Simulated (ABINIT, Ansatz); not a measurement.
**A GW chain in ABINIT: CsSnI3 (Pm-3m)**

Aim: the G0W0 gap of CsSnI3 (Pm-3m) on PBE, step by step.

Main program and level: ABINIT 10.8.3; PBE and many-body steps on it, plane waves.

## 1. The starting structure

Symmetry: Pm-3m, No. 221, cubic system. Conventional cell: a = 6.286 Å, b = 6.286 Å, c = 6.286 Å, α = 90.00°, β = 90.00°, γ = 90.00°. Nearest to Cs lie 12 I at 4.45 Å. Sn has 6 I at 3.14 Å nearest. I has 2 Sn at 3.14 Å and 4 Cs at 4.45 Å nearest. Farther neighbours and most contacts between anions are not listed.

The cell and positions are those that the Materials Project relaxed with its own functionals (PBE, PBE+U or r2SCAN), kept fixed. Spin-orbit coupling is left out unless a step names it.

## 2. Ground state

This step: ABINIT 10.8.3; DFT, PBE, plane waves, norm-conserving pseudopotentials.

The ground-state density comes first.

run.abi

```
acell 3*1.0 Angstrom
rprim 
  6.286228000000 0.000000000000 0.000000000000
  0.000000000000 6.286228000000 0.000000000000
  0.000000000000 0.000000000000 6.286228000000
ntypat 3
znucl 55 50 53
natom 5
typat 1 2 3 3 3
xred 
  0.500000000000 0.500000000000 0.500000000000
  0.000000000000 0.000000000000 0.000000000000
  0.500000000000 0.000000000000 0.000000000000
  0.000000000000 0.000000000000 0.500000000000
  0.000000000000 0.500000000000 0.000000000000
pp_dirpath "pseudos"
pseudos "Cs.upf, Sn.upf, I.upf"
ecut 38
ngkpt 4 4 4
nshiftk 1
shiftk 0 0 0
kptopt 1
chksymbreak 0
nband 59
occopt 1
tolvrs 1e-10
nstep 60
prtwf 0
optforces 0
optstress 0
indata_prefix "in"
outdata_prefix "out"
tmpdata_prefix "tmp"
```

Run with:

```console
$ OMP_NUM_THREADS=1 mpirun -n 8 abinit run.abi > log
```

Numbers of over 12 decimals in the logs are rounded to 6 here.

What it wrote:

```text
.Version 10.8.3 of ABINIT. v10.8.2 released Aug 2026.

 Symmetries : space group Pm -3 m (#221); Bravais cP (primitive cubic)
================================================================================
 Values of the parameters that define the memory need of the present run
     intxc =       0    ionmov =       0      iscf =       7    lmnmax =       8
     lnmax =       8     mgfft =      72  mpssoang =       4    mqgrid =    3297
     natom =       5  nloc_mem =       1    nspden =       1   nspinor =       1
    nsppol =       1      nsym =      48    n1xccc =    2501    ntypat =       3
    occopt =       1   xclevel =       2
-    mband =          59        mffmem =           1         mkmem =           2
       mpw =       18821          nfft =      373248          nkpt =          10
================================================================================
  Rough estimation (10% accuracy) of disk space for files :
================================================================================

--------------------------------------------------------------------------------
------------- Echo of variables that govern the present computation ------------
--------------------------------------------------------------------------------
 -outvars: echo values of preprocessed input variables --------
            acell      1.8897261259E+00  1.8897261259E+00  1.8897261259E+00 Bohr

      chksymbreak           0
             ecut      3.80000000E+01 Hartree
-          fftalg         312

              ixc     -101130
              kpt      0.00000000E+00  0.00000000E+00  0.00000000E+00
                       2.50000000E-01  0.00000000E+00  0.00000000E+00
                       5.00000000E-01  0.00000000E+00  0.00000000E+00
                       2.50000000E-01  2.50000000E-01  0.00000000E+00
                       5.00000000E-01  2.50000000E-01  0.00000000E+00
                       5.00000000E-01  5.00000000E-01  0.00000000E+00
                       2.50000000E-01  2.50000000E-01  2.50000000E-01
                       5.00000000E-01  2.50000000E-01  2.50000000E-01
                       5.00000000E-01  5.00000000E-01  2.50000000E-01
                       5.00000000E-01  5.00000000E-01  5.00000000E-01
         kptrlatt        4    0    0      0    4    0      0    0    4
          kptrlen      4.75169971E+01
P           mkmem           2
            natom           5
            nband          59
            ngfft          72      72      72
             nkpt          10
            nstep          60
             nsym          48
           ntypat           3
              occ      2.000000  2.000000  2.000000  2.000000  2.000000  2.000000
                       2.000000  2.000000  2.000000  2.000000  2.000000  2.000000
                       2.000000  2.000000  2.000000  2.000000  2.000000  2.000000
                       2.000000  2.000000  2.000000  2.000000  2.000000  2.000000
                       2.000000  2.000000  2.000000  2.000000  2.000000  2.000000
                       2.000000  2.000000  2.000000  2.000000  2.000000  2.000000
                       2.000000  2.000000  2.000000  2.000000  2.000000  2.000000
                       2.000000  2.000000  2.000000  2.000000  2.000000  2.000000
                       2.000000  2.000000  2.000000  2.000000  2.000000  0.000000
                       0.000000  0.000000  0.000000  0.000000  0.000000
        optforces           0
        optstress           0
            prtwf           0
            rprim      6.2862280000E+00  0.0000000000E+00  0.0000000000E+00
                       0.0000000000E+00  6.2862280000E+00  0.0000000000E+00
[...]
spgroup         221

           tolvrs      1.00000000E-10

             xred      5.0000000000E-01  5.0000000000E-01  5.0000000000E-01
[...]
znucl       55.00000   50.00000   53.00000

================================================================================

 chkinp: Checking input parameters for consistency.

================================================================================
== DATASET  1 ==================================================================
-   mpi_nproc: 8, omp_nthreads: 1 (-1 if OMP is not activated)
-    --> not optimal distribution: autoparal keyword recommended in input file <--

--- !DatasetInfo
iteration_state: {dtset: 1, }
dimensions: {natom: 5, nkpt: 10, mband: 59, nsppol: 1, nspinor: 1, nspden: 1, mpw: 18821, }
cutoff_energies: {ecut:  38.0, pawecutdg:  -1.0, }
electrons: {nelect:   1.06000000E+02, charge:   0.00000000E+00, occopt:   1.00000000E+00, tsmear:   1.00000000E-02, }

 Real(R)+Recip(G) space primitive vectors, cartesian coordinates (Bohr,Bohr^-1):
 R(1)= 11.8792493  0.0000000  0.0000000  G(1)=  0.0841804  0.0000000  0.0000000
 R(2)=  0.0000000 11.8792493  0.0000000  G(2)=  0.0000000  0.0841804  0.0000000
 R(3)=  0.0000000  0.0000000 11.8792493  G(3)=  0.0000000  0.0000000  0.0841804
 Unit cell volume ucvol=  1.6763588E+03 bohr^3
 Angles (23,13,12)=  9.00000000E+01  9.00000000E+01  9.00000000E+01 degrees

 getcut: wavevector=  0.0000  0.0000  0.0000  ngfft=  72  72  72
         ecut(hartree)=     38.000   => boxcut(ratio)=   2.18417

--- Pseudopotential description ------------------------------------------------
- Cs Generated using ONCVPSP code by D. R. Hamann
[...]
nproj     2     2     2     0
  pspatm : epsatm=   27.31087254
         --- l  ekb(1:nproj) -->
[...]
pspatm: atomic psp has been read  and splines computed

- I Generated using ONCVPSP code by D. R. Hamann
- 53.00000  25.00000  220131                  znucl, zion, pspdat
12 -101130 3 -1 1188                          pspcod,pspxc,lmax,lloc,mmax
     nproj     2     2     2     2
  pspatm : epsatm=   25.72445091
         --- l  ekb(1:nproj) -->
[...]
pspatm: atomic psp has been read  and splines computed

   1.34938913E+04                                ecore*ucvol(ha*bohr**3)
--------------------------------------------------------------------------------

_setup2: Arith. and geom. avg. npw (full set) are   18763.109   18763.076

================================================================================

--- !BeginCycle
iteration_state: {dtset: 1, }
solver: {iscf: 7, nstep: 60, nline: 4, wfoptalg: 0, }
tolerances: {tolvrs: 1.00E-10, }

     iter   Etot(hartree)      deltaE(h)  residm     vres2
 ETOT  1  -1177.8843633085    -1.178E+03 1.248E+00 2.079E+03
 ETOT  2  -1182.9492740837    -5.065E+00 8.004E-03 1.104E+03
 ETOT  3  -1183.0918070105    -1.425E-01 4.372E-03 2.903E+02
 ETOT  4  -1183.1048044187    -1.300E-02 2.450E-03 1.069E+02
 ETOT  5  -1183.1109860572    -6.182E-03 1.451E-03 2.632E+01
 ETOT  6  -1183.1119157257    -9.297E-04 5.970E-04 3.293E+00
 ETOT  7  -1183.1119828778    -6.715E-05 7.539E-04 3.674E-01
 ETOT  8  -1183.1119940682    -1.119E-05 1.225E-03 7.086E-02
 ETOT  9  -1183.1119972650    -3.197E-06 4.952E-04 5.013E-03
 ETOT 10  -1183.1119974858    -2.208E-07 3.494E-04 1.158E-04
 ETOT 11  -1183.1119974913    -5.447E-09 9.698E-05 4.846E-06
 ETOT 12  -1183.1119974918    -5.975E-10 5.398E-05 8.649E-07
 ETOT 13  -1183.1119974918     6.435E-11 1.771E-05 3.790E-08
 ETOT 14  -1183.1119974921    -3.463E-10 9.806E-06 8.406E-10
 ETOT 15  -1183.1119974919     2.433E-10 4.595E-06 2.240E-10
 ETOT 16  -1183.1119974917     2.010E-10 8.360E-06 8.152E-11

 At SCF step   16       vres2   =  8.15E-11 < tolvrs=  1.00E-10 =>converged.

--- !ResultsGS
iteration_state: {dtset: 1, }
comment   : Summary of ground state results
lattice_vectors:
- [ 11.8792493,   0.0000000,   0.0000000, ]
- [  0.0000000,  11.8792493,   0.0000000, ]
- [  0.0000000,   0.0000000,  11.8792493, ]
lattice_lengths: [  11.87925,   11.87925,   11.87925, ]
lattice_angles: [ 90.000,  90.000,  90.000, ] # degrees, (23, 13, 12)
lattice_volume:   1.6763588E+03
convergence: {deltae:  2.010E-10, res2:  8.152E-11, residm:  8.360E-06, diffor:  0.000E+00, }
etotal    :  -1.18311200E+03
entropy   :   0.00000000E+00
fermie    :   1.28351261E-01
cartesian_stress_tensor: null
pressure_GPa: null
xred      :
- [  5.0000E-01,   5.0000E-01,   5.0000E-01, Cs]
- [  0.0000E+00,   0.0000E+00,   0.0000E+00, Sn]
- [  5.0000E-01,   0.0000E+00,   0.0000E+00,  I]
- [  0.0000E+00,   0.0000E+00,   5.0000E-01,  I]
- [  0.0000E+00,   5.0000E-01,   0.0000E+00,  I]
cartesian_forces: null
force_length_stats: {min: null, max: null, mean: null, }

 Integrated electronic density in atomic spheres:
 ------------------------------------------------
 Atom  Sphere_radius  Integrated_density
[...]
================================================================================

 ----iterations are completed or convergence reached----

 Mean square residual over all n,k,spin=   22.062E-09; max=  83.601E-07
 reduced coordinates (array xred) for    5 atoms
[...]
0.000000000000      0.000000000000      0.000000000000
       0.500000000000      0.000000000000      0.000000000000
       0.000000000000      0.000000000000      0.500000000000
       0.000000000000      0.500000000000      0.000000000000
 rms dE/dt=  0.0000E+00; max dE/dt=  0.0000E+00; dE/dt below (all hartree)
    1       0.000000000000      0.000000000000      0.000000000000
    2       0.000000000000      0.000000000000      0.000000000000
    3       0.000000000000      0.000000000000      0.000000000000
    4       0.000000000000      0.000000000000      0.000000000000
    5       0.000000000000      0.000000000000      0.000000000000

 cartesian coordinates (angstrom) at end:
    1      3.143114     3.143114     3.143114
    2      0.000000     0.000000     0.000000
    3      3.143114     0.000000     0.000000
    4      0.000000     0.000000     3.143114
    5      0.000000     3.143114     0.000000
 length scales=  1.889726125908  1.889726125908  1.889726125908 bohr
              =  1.000000000000  1.000000000000  1.000000000000 angstroms
 prteigrs : about to open file out_EIG
 Fermi (or HOMO) energy (hartree) =   0.12835   Average Vxc (hartree)=  -0.28240
 Eigenvalues (hartree) for nkpt=  10  k points:
 kpt#   1, nband= 59, wtk=  0.01563, kpt=  0.0000  0.0000  0.0000 (reduced coord)
  -6.32304   -6.32304   -6.32304   -4.65407   -4.37268   -4.37268   -4.37268   -4.36883
  -4.36883   -4.36883   -4.36883   -4.36883   -4.36883   -3.02849   -3.02849   -3.02849
  -1.52069   -1.52037   -1.52037   -1.51937   -1.51937   -1.51937   -1.51925   -1.51925
  -1.51925   -1.51613   -1.51592   -1.51592   -1.51592   -1.51570   -1.51570   -0.68580
  -0.68136   -0.68136   -0.68086   -0.68086   -0.68086   -0.34801   -0.32445   -0.32445
  -0.19994   -0.19994   -0.19994   -0.09714   -0.03219   -0.03219   -0.03219    0.05156
   0.05156    0.05156    0.05667    0.05667    0.05667    0.21530    0.25231    0.25231
   0.26490    0.26490    0.26490
 prteigrs : prtvol=0 or 1, do not print more k-points.

--- !EnergyTerms
iteration_state     : {dtset: 1, }
comment             : Components of total free energy in Hartree
kinetic             :  3.97871112871355E+02
hartree             :  5.18300786565144E+02
xc                  : -1.52819764325332E+02
Ewald energy        : -4.43126019946556E+02
psp_core            :  8.04952433837377E+00
local_psp           : -1.48947106951680E+03
non_local_psp       : -2.19165674778675E+01
total_energy        : -1.18311199749169E+03
total_energy_eV     : -3.21941175360004E+04
band_energy         : -2.00633296306287E+02

== END DATASET(S) ==============================================================
================================================================================

 -outvars: echo values of variables after computation  --------
           etotal     -1.1831119975E+03
            nband          59
             nkpt          10
          spgroup         221
 [... the other variables as echoed above ...]

 Calculation completed.
```

The job ended after 7.5 min (8 MPI ranks of AMD EPYC 7R43, shared host; peak memory 1.4 GiB; 60 min of CPU time).

This step gave:

| Quantity | Value |
| --- | --- |
| total energy | -32194.1175 eV |
| gap | 0.4814 eV |
| k of the valence top | 0.5, 0.5, 0.5 |
| k of the conduction bottom | 0.5, 0.5, 0.5 |
| least direct gap | 0.4814 eV |

The gap is direct, at (0.500, 0.500, 0.500).

(Continued in part 2 of 3.)

[Paths, hosts, dates, memory and timing lines, banners, echoed tables and standing remarks are left out of the program output.]

[Logs are printed without paths, hosts, clocks, repeated set-up lines and the standing remarks that a program may print on its own settings, such as how far it seeks lower states.]

[Runs of the session that timed out or met a known fault of the program may be left out.]

[Hosts, paths, dates, database ids (printed as entryN), source tags and the programs' standing remarks are cut or masked in the printed files.]

[G0W0 gaps are taken among the corrected bands and points alone; a level outside them can change the order at an edge.]

[Where Ansatz stands beside ABINIT at settings called matched, ABINIT's density can come from a denser mesh and the files from another edition; pairs whose starting gaps differed by over 0.03 eV were left out, so agreement reads better than it is.]
